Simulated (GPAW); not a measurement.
## HfSi2As4 monolayer in an electric field

Wanted: the out-of-plane polarisability of HfSi2As4 monolayer.

Method: GPAW, PAW setups; layer in a repeated cell with vacuum, relaxation of atoms and in-plane cell, in the first sound run; inputs show where later runs differ, in GPAW 26.7.0.

## (1) Starting point

The cell holds 7 atoms: 4 As, 2 Si and 1 Hf. Cell: a = 3.630 Å, b = 3.630 Å, c = 23.529 Å, α = 90.0°, β = 90.0°, γ = 120.0°. Vacuum lies along c.

## (2) Relaxing the atoms

The atoms are relaxed first, since the surface dipole, and with it the work function, follows the positions of the outer layers.

File run.py:

```python
import json
import numpy as np
from ase import Atoms
from ase.filters import FrechetCellFilter
from ase.optimize import BFGS
from gpaw import GPAW, PW

slab = Atoms(
    ['As', 'Si', 'As', 'Hf', 'As', 'Si', 'As'],
    positions=[
        [0.00000, 0.00000, 7.00000],
        [-0.00000, 2.09578, 7.76197],
        [-0.00000, 2.09578, 9.99197],
        [0.00000, 0.00000, 11.76474],
        [-0.00000, 2.09578, 13.53752],
        [-0.00000, 2.09578, 15.76752],
        [0.00000, 0.00000, 16.52949]],
    cell=[[3.63, 0.0, 0.0], [-1.815, 3.14367, 0.0], [0.0, 0.0, 23.5295]],
    pbc=[True, True, True])

slab.calc = GPAW(mode=PW(600), xc='PBE', kpts={'size': (9, 9, 1), 'gamma': True},
                 occupations={'name': 'fermi-dirac', 'width': 0.05}, nbands='200%',
                 convergence={'density': 1e-05}, maxiter=200,
                 symmetry={'tolerance': 1e-3}, txt='slab.txt')
result = {}
# The in-plane cell is free; stress needs a cell that repeats along all three vectors
path = []
opt = BFGS(FrechetCellFilter(slab, mask=[1, 1, 0, 0, 0, 1]), maxstep=0.2)
opt.attach(lambda: path.append((slab.get_potential_energy(), slab.positions.tolist(), slab.get_forces().tolist())))
result['relaxed'] = bool(opt.run(fmax=0.02, steps=45))
result['path'] = path
result['cell'] = slab.cell.tolist()
print('in-plane lattice', slab.cell.cellpar().round(4)[[0, 1, 5]])
energy = slab.get_potential_energy()
fermi = slab.calc.get_fermi_level()
v = slab.calc.get_electrostatic_potential().mean((0, 1)) - fermi
n = slab.calc.get_pseudo_density().mean((0, 1))
L = slab.cell[2, 2]
z = np.arange(len(v)) * L / len(v)
low, high = slab.positions[:, 2].min(), slab.positions[:, 2].max()
below, above = np.interp([low - 4.8, high + 4.8], z, v)
slopes = [np.interp(x, z, np.gradient(v, z)) for x in (low - 4.8, high + 4.8)]
eps = np.array([[slab.calc.get_eigenvalues(k, s) for k in range(len(slab.calc.get_ibz_k_points()))]
                for s in range(slab.calc.get_number_of_spins())]) - fermi
top, bottom = eps[eps < 0].max(), eps[eps > 0].min()
dipole = slab.get_dipole_moment()[2]
print(f'energy {energy:.4f} eV, Fermi level {fermi:.4f} eV, dipole {dipole:.5f} e A')
print(f'potential 4.8 A off the faces, from the Fermi level: lower {below:.4f} eV, upper {above:.4f} eV')
print(f'slope of the potential there: lower {slopes[0]:.5f}, upper {slopes[1]:.5f} eV/A')
print(f'nearest levels on the mesh: {top:.4f} and {bottom:.4f} eV')
print('magnetic moment', round(slab.get_magnetic_moment(), 3))
result.update(energy=energy, fermi=fermi, dipole=dipole, below=below, above=above, slopes=slopes, edges=[top, bottom],
              z=z.tolist(), v=v.tolist(), n=n.tolist(), positions=slab.positions.tolist(),
              forces=slab.get_forces(apply_constraint=False).tolist(), moments=slab.get_magnetic_moments().tolist())
json.dump(result, open('result.json', 'w'))
```

Started as:

```console
$ OMP_NUM_THREADS=1 OPENBLAS_NUM_THREADS=1 python run.py
```

The program printed:

```text
Step          Energy          fmax
BFGS:    0      -36.689025        3.386510
BFGS:    1      -37.314547        2.811133
BFGS:    2      -38.415108        0.682503
BFGS:    3      -38.438194        0.612040
BFGS:    4      -38.486207        0.536326
BFGS:    5      -38.525734        0.380968
BFGS:    6      -38.552336        0.377326
BFGS:    7      -38.561274        0.224817
BFGS:    8      -38.564178        0.084145
BFGS:    9      -38.564992        0.082644
BFGS:   10      -38.565404        0.068831
BFGS:   11      -38.565986        0.094590
BFGS:   12      -38.566986        0.118127
BFGS:   13      -38.568319        0.105373
BFGS:   14      -38.569191        0.050113
BFGS:   15      -38.569409        0.010591
in-plane lattice [  3.7911   3.7911 120.    ]
energy -38.5654 eV, Fermi level 0.8229 eV, dipole -0.00049 e A
potential 4.8 A off the faces, from the Fermi level: lower 5.0182 eV, upper 5.0188 eV
slope of the potential there: lower -0.00034, upper 0.00003 eV/A
nearest levels on the mesh: -0.1446 and 0.0375 eV
magnetic moment 0.0
```

It took 18 min on 1 thread of Intel Xeon Platinum 8488C (Sapphire Rapids), shared host; peak memory 0.66 GiB.

Numbers from this step:

- dipole along the normal: -4.85e-4 e·Å
- levels nearest the Fermi level on the mesh: -0.1446, 0.03746 eV from the Fermi level

Electrostatic potential energy of an electron (without an applied field's), less the Fermi level, planar mean against z:

```
z (Å)  electrostatic potential energy of an electron (without an applied field's), less the Fermi level, planar mean (eV)
  0.0                                                                                                                5.02
  0.5                                                                                                                5.02
  1.0                                                                                                                5.02
  1.5                                                                                                                5.02
  2.0                                                                                                                5.02
  2.5                                                                                                                5.02
  3.0                                                                                                                5.02
  3.5                                                                                                                5.01
  4.0                                                                                                                5.00
  4.5                                                                                                                4.95
  5.0                                                                                                                4.72
  5.5                                                                                                                3.83
  6.0                                                                                                               0.397
  6.5                                                                                                               -9.23
  7.0                                                                                                               -12.2
  7.5                                                                                                               -9.56
  8.0                                                                                                               -8.86
  8.5                                                                                                               -1.05
  9.0                                                                                                                2.27
  9.5                                                                                                              -0.249
 10.0                                                                                                               -9.36
 10.5                                                                                                               -8.58
 11.0                                                                                                               -5.24
 11.5                                                                                                               -13.3
 12.0                                                                                                               -13.8
 12.5                                                                                                               -5.46
 13.0                                                                                                               -8.13
 13.5                                                                                                               -9.86
 14.0                                                                                                              -0.649
 14.5                                                                                                                2.28
 15.0                                                                                                              -0.679
 15.5                                                                                                               -8.46
 16.0                                                                                                               -9.69
 16.5                                                                                                               -11.9
 17.0                                                                                                               -9.89
 17.5                                                                                                              0.0245
 18.0                                                                                                                3.73
 18.5                                                                                                                4.70
 19.0                                                                                                                4.94
 19.5                                                                                                                5.00
 20.0                                                                                                                5.01
 20.5                                                                                                                5.02
 21.0                                                                                                                5.02
 21.5                                                                                                                5.02
 22.0                                                                                                                5.02
 22.5                                                                                                                5.02
 23.0                                                                                                                5.02
```

The pseudo valence density, planar mean oscillates, so the rows of the table below give means over windows of 1 Å about each position, cut where the curve ends. Its maxima inside the range that stand out by 2 % of the span (Å: e/Å³): 6.3: 0.238, 7.3: 0.366, 9.8: 0.235, 11.7: 0.821, 13.8: 0.235, 16.2: 0.366, 17.3: 0.238. Its minima: 6.8: 0.181, 8.9: 0.120, 10.1: 0.163, 13.4: 0.163, 14.6: 0.120, 16.7: 0.181.

Table of pseudo valence density, planar mean by z; means over each step:

z (Å), pseudo valence density, planar mean (e/Å³) and a bar:
```
        3      0.000 
        4      0.001 
        5      0.018 #
        6      0.156 #######
        7      0.273 #############
        8      0.205 ##########
        9      0.139 #######
       10      0.208 ##########
       11      0.402 ###################
       12      0.635 ##############################
       13      0.272 #############
       14      0.183 #########
       15      0.144 #######
       16      0.288 ##############
       17      0.215 ##########
       18      0.069 ###
       19      0.005 
       20      0.000 
       21      0.000
```

The relaxation lowered the energy of the cell by 1.89 eV (energies extrapolated to zero smearing; the optimiser's log prints free energies). The largest force left on a free atom is 0.011 eV/Å.

## (3) The slab's potential

The work function is the vacuum plateau of the electrostatic potential less the Fermi level; a dipole layer lets the two faces have plateaus of their own.

This step: GPAW, PAW setups; slab in vacuum (GPAW 26.7.0).

The cell differs from the one that the last finished run ended in (c 23.529 → 23.997 Å).

run.py, as its differences from that of step 2:

```diff
@@ -3,4 +3,2 @@
 from ase import Atoms
-from ase.filters import FrechetCellFilter
-from ase.optimize import BFGS
 from gpaw import GPAW, PW
@@ -10,25 +8,18 @@
     positions=[
-        [0.00000, 0.00000, 7.00000],
-        [-0.00000, 2.09578, 7.76197],
-        [-0.00000, 2.09578, 9.99197],
-        [0.00000, 0.00000, 11.76474],
-        [-0.00000, 2.09578, 13.53752],
-        [-0.00000, 2.09578, 15.76752],
-        [0.00000, 0.00000, 16.52949]],
-    cell=[[3.63, 0.0, 0.0], [-1.815, 3.14367, 0.0], [0.0, 0.0, 23.5295]],
-    pbc=[True, True, True])
+        [0.00000, -0.00000, 7.00000],
+        [0.00000, 2.18877, 8.06924],
+        [0.00000, 2.18877, 10.43153],
+        [0.00000, -0.00000, 11.99856],
+        [0.00000, 2.18877, 13.56561],
+        [0.00000, 2.18877, 15.92790],
+        [0.00000, -0.00000, 16.99714]],
+    cell=[[3.79107, -0.0, 0.0], [-1.89553, 3.28316, 0.0], [0.0, 0.0, 23.9971]],
+    pbc=[True, True, False])
 
-slab.calc = GPAW(mode=PW(600), xc='PBE', kpts={'size': (9, 9, 1), 'gamma': True},
+slab.calc = GPAW(mode=PW(400), xc='PBE', kpts={'size': (9, 9, 1), 'gamma': True},
                  occupations={'name': 'fermi-dirac', 'width': 0.05}, nbands='200%',
                  convergence={'density': 1e-05}, maxiter=200,
+                 poissonsolver={'dipolelayer': 'xy'},
                  symmetry={'tolerance': 1e-3}, txt='slab.txt')
 result = {}
-# The in-plane cell is free; stress needs a cell that repeats along all three vectors
-path = []
-opt = BFGS(FrechetCellFilter(slab, mask=[1, 1, 0, 0, 0, 1]), maxstep=0.2)
-opt.attach(lambda: path.append((slab.get_potential_energy(), slab.positions.tolist(), slab.get_forces().tolist())))
-result['relaxed'] = bool(opt.run(fmax=0.02, steps=45))
-result['path'] = path
-result['cell'] = slab.cell.tolist()
-print('in-plane lattice', slab.cell.cellpar().round(4)[[0, 1, 5]])
 energy = slab.get_potential_energy()
```

The program printed:

```text
energy -38.5585 eV, Fermi level 0.7092 eV, dipole 0.00054 e A
potential 4.8 A off the faces, from the Fermi level: lower 5.0239 eV, upper 5.0126 eV
slope of the potential there: lower -0.00018, upper 0.00018 eV/A
nearest levels on the mesh: -0.1447 and 0.0375 eV
magnetic moment 0.0
```

The job ended after 46 s (1 thread; peak memory 0.25 GiB).

This step gave:

```
dipole along the normal                    : 5.37e-4 e·Å
levels nearest the Fermi level on the mesh : -0.1447, 0.03751 eV from the Fermi level
upper work function                        : 5.013 eV
lower work function                        : 5.024 eV
```

The electrostatic potential energy of an electron (without an applied field's), less the Fermi level, planar mean oscillates, so the rows of the table below give means over windows of 1.82 Å about each position, cut where the curve ends. Its maxima inside the range that stand out by 2 % of the span (Å: eV): 7.6: -9.28, 9.3: 2.29, 11.1: -4.85, 12.9: -4.85, 14.7: 2.29, 16.4: -9.29. Its minima: 7.1: -13.4, 8.0: -10.5, 10.5: -11.3, 12.0: -16.0, 13.5: -11.3, 16.0: -10.5, 16.9: -13.4.

The electrostatic potential energy of an electron (without an applied field's), less the Fermi level, planar mean by z; means over each step:

z (Å), electrostatic potential energy of an electron (without an applied field's), less the Fermi level, planar mean (eV) and a bar from the least value:
```
     0.91        5.0 ##############################
     2.73        5.0 ##############################
     4.55        4.9 ##############################
     6.37       -3.4 #############
     8.19       -6.4 #######
    10.01       -4.3 ###########
    11.83      -10.0 
    13.65       -5.6 #########
    15.47       -4.2 ############
    17.29       -6.1 ########
    19.11        4.7 #############################
    20.93        5.0 ##############################
    22.75        5.0 ##############################
```

The pseudo valence density, planar mean oscillates, so the rows of the table below give means over windows of 1 Å about each position, cut where the curve ends. Its maxima inside the range that stand out by 2 % of the span (Å: e/Å³): 6.6: 0.238, 7.5: 0.367, 10.1: 0.230, 12.0: 0.843, 13.9: 0.230, 16.5: 0.367, 17.4: 0.238. Its minima: 6.9: 0.183, 9.2: 0.121, 10.5: 0.175, 13.5: 0.175, 14.8: 0.121, 17.1: 0.183.

The pseudo valence density, planar mean by z; means over each step:

z (Å), pseudo valence density, planar mean (e/Å³) and a bar:
```
        3      0.000 
        4      0.001 
        5      0.010 
        6      0.112 #####
        7      0.244 ###########
        8      0.250 ###########
        9      0.136 ######
       10      0.193 #########
       11      0.328 ###############
       12      0.666 ##############################
       13      0.328 ###############
       14      0.193 #########
       15      0.136 ######
       16      0.251 ###########
       17      0.244 ###########
       18      0.112 #####
       19      0.009 
       20      0.001 
       21      0.000
```

The potential is flat to 1.8e-4 eV/Å where it is read, so the vacuum is wide enough.

## (4) In a field

A uniform field along the normal polarises the slab; the atoms stay fixed, so this is the electronic response alone.

run.py, as its differences from that of step 3:

```diff
@@ -4,2 +4,3 @@
 from gpaw import GPAW, PW
+from gpaw.external import ConstantElectricField
 
@@ -22,2 +23,3 @@
                  poissonsolver={'dipolelayer': 'xy'},
+                 external=ConstantElectricField(-0.2, [0, 0, 1]),
                  symmetry={'tolerance': 1e-3}, txt='slab.txt')
```

The program printed:

```text
energy -38.5751 eV, Fermi level 0.7077 eV, dipole -0.16599 e A
potential 4.8 A off the faces, from the Fermi level: lower 3.8151 eV, upper 6.2282 eV
slope of the potential there: lower -0.00012, upper 0.00027 eV/A
nearest levels on the mesh: -0.1445 and 0.0374 eV
magnetic moment 0.0
```

Elapsed: 3.1 min, on 1 thread; peak memory 0.44 GiB.

Numbers from this step:

| Quantity | Value |
| --- | --- |
| dipole along the normal | -0.1660 e·Å |
| levels nearest the Fermi level on the mesh | -0.1445, 0.03743 eV from the Fermi level |
| potential below the slab, the applied field's own ramp left out | 3.815 eV from the Fermi level |
| potential above the slab, the applied field's own ramp left out | 6.228 eV from the Fermi level |

Table of electrostatic potential energy of an electron (without an applied field's), less the Fermi level, planar mean by z:

```csv
z (Å),"electrostatic potential energy of an electron (without an applied field's), less the Fermi level, planar mean (eV)"
0.0,5.02
0.5,3.82
1.0,3.82
1.5,3.82
2.0,3.82
2.5,3.82
3.0,3.81
3.5,3.81
4.0,3.81
4.5,3.78
5.0,3.68
5.5,3.23
6.0,1.44
6.5,-5.03
7.0,-14.1
7.5,-10.5
8.0,-11.2
8.5,-5.20
9.0,0.858
9.5,1.24
10.0,-5.06
10.5,-11.6
11.0,-5.52
11.5,-8.81
12.0,-16.0
12.5,-8.57
13.0,-5.16
13.5,-11.0
14.0,-4.22
14.5,2.22
15.0,1.99
15.5,-3.92
16.0,-9.70
16.5,-8.76
17.0,-12.2
17.5,-2.88
18.0,3.70
18.5,5.57
19.0,6.06
19.5,6.19
20.0,6.22
20.5,6.23
21.0,6.23
21.5,6.23
22.0,6.23
22.5,6.23
23.0,6.23
23.5,6.23
```

The dipole is now -0.166 e Å, against 5.4e-4 in the run without a field.

(Continued in part 2 of 2.)

[Logs are printed without paths, hosts, clocks, repeated set-up lines and the standing remarks that a program may print on its own settings, such as how far it seeks lower states.]

[Hosts, paths, dates, database ids (printed as entryN), source tags and the programs' standing remarks are cut or masked in the printed files.]
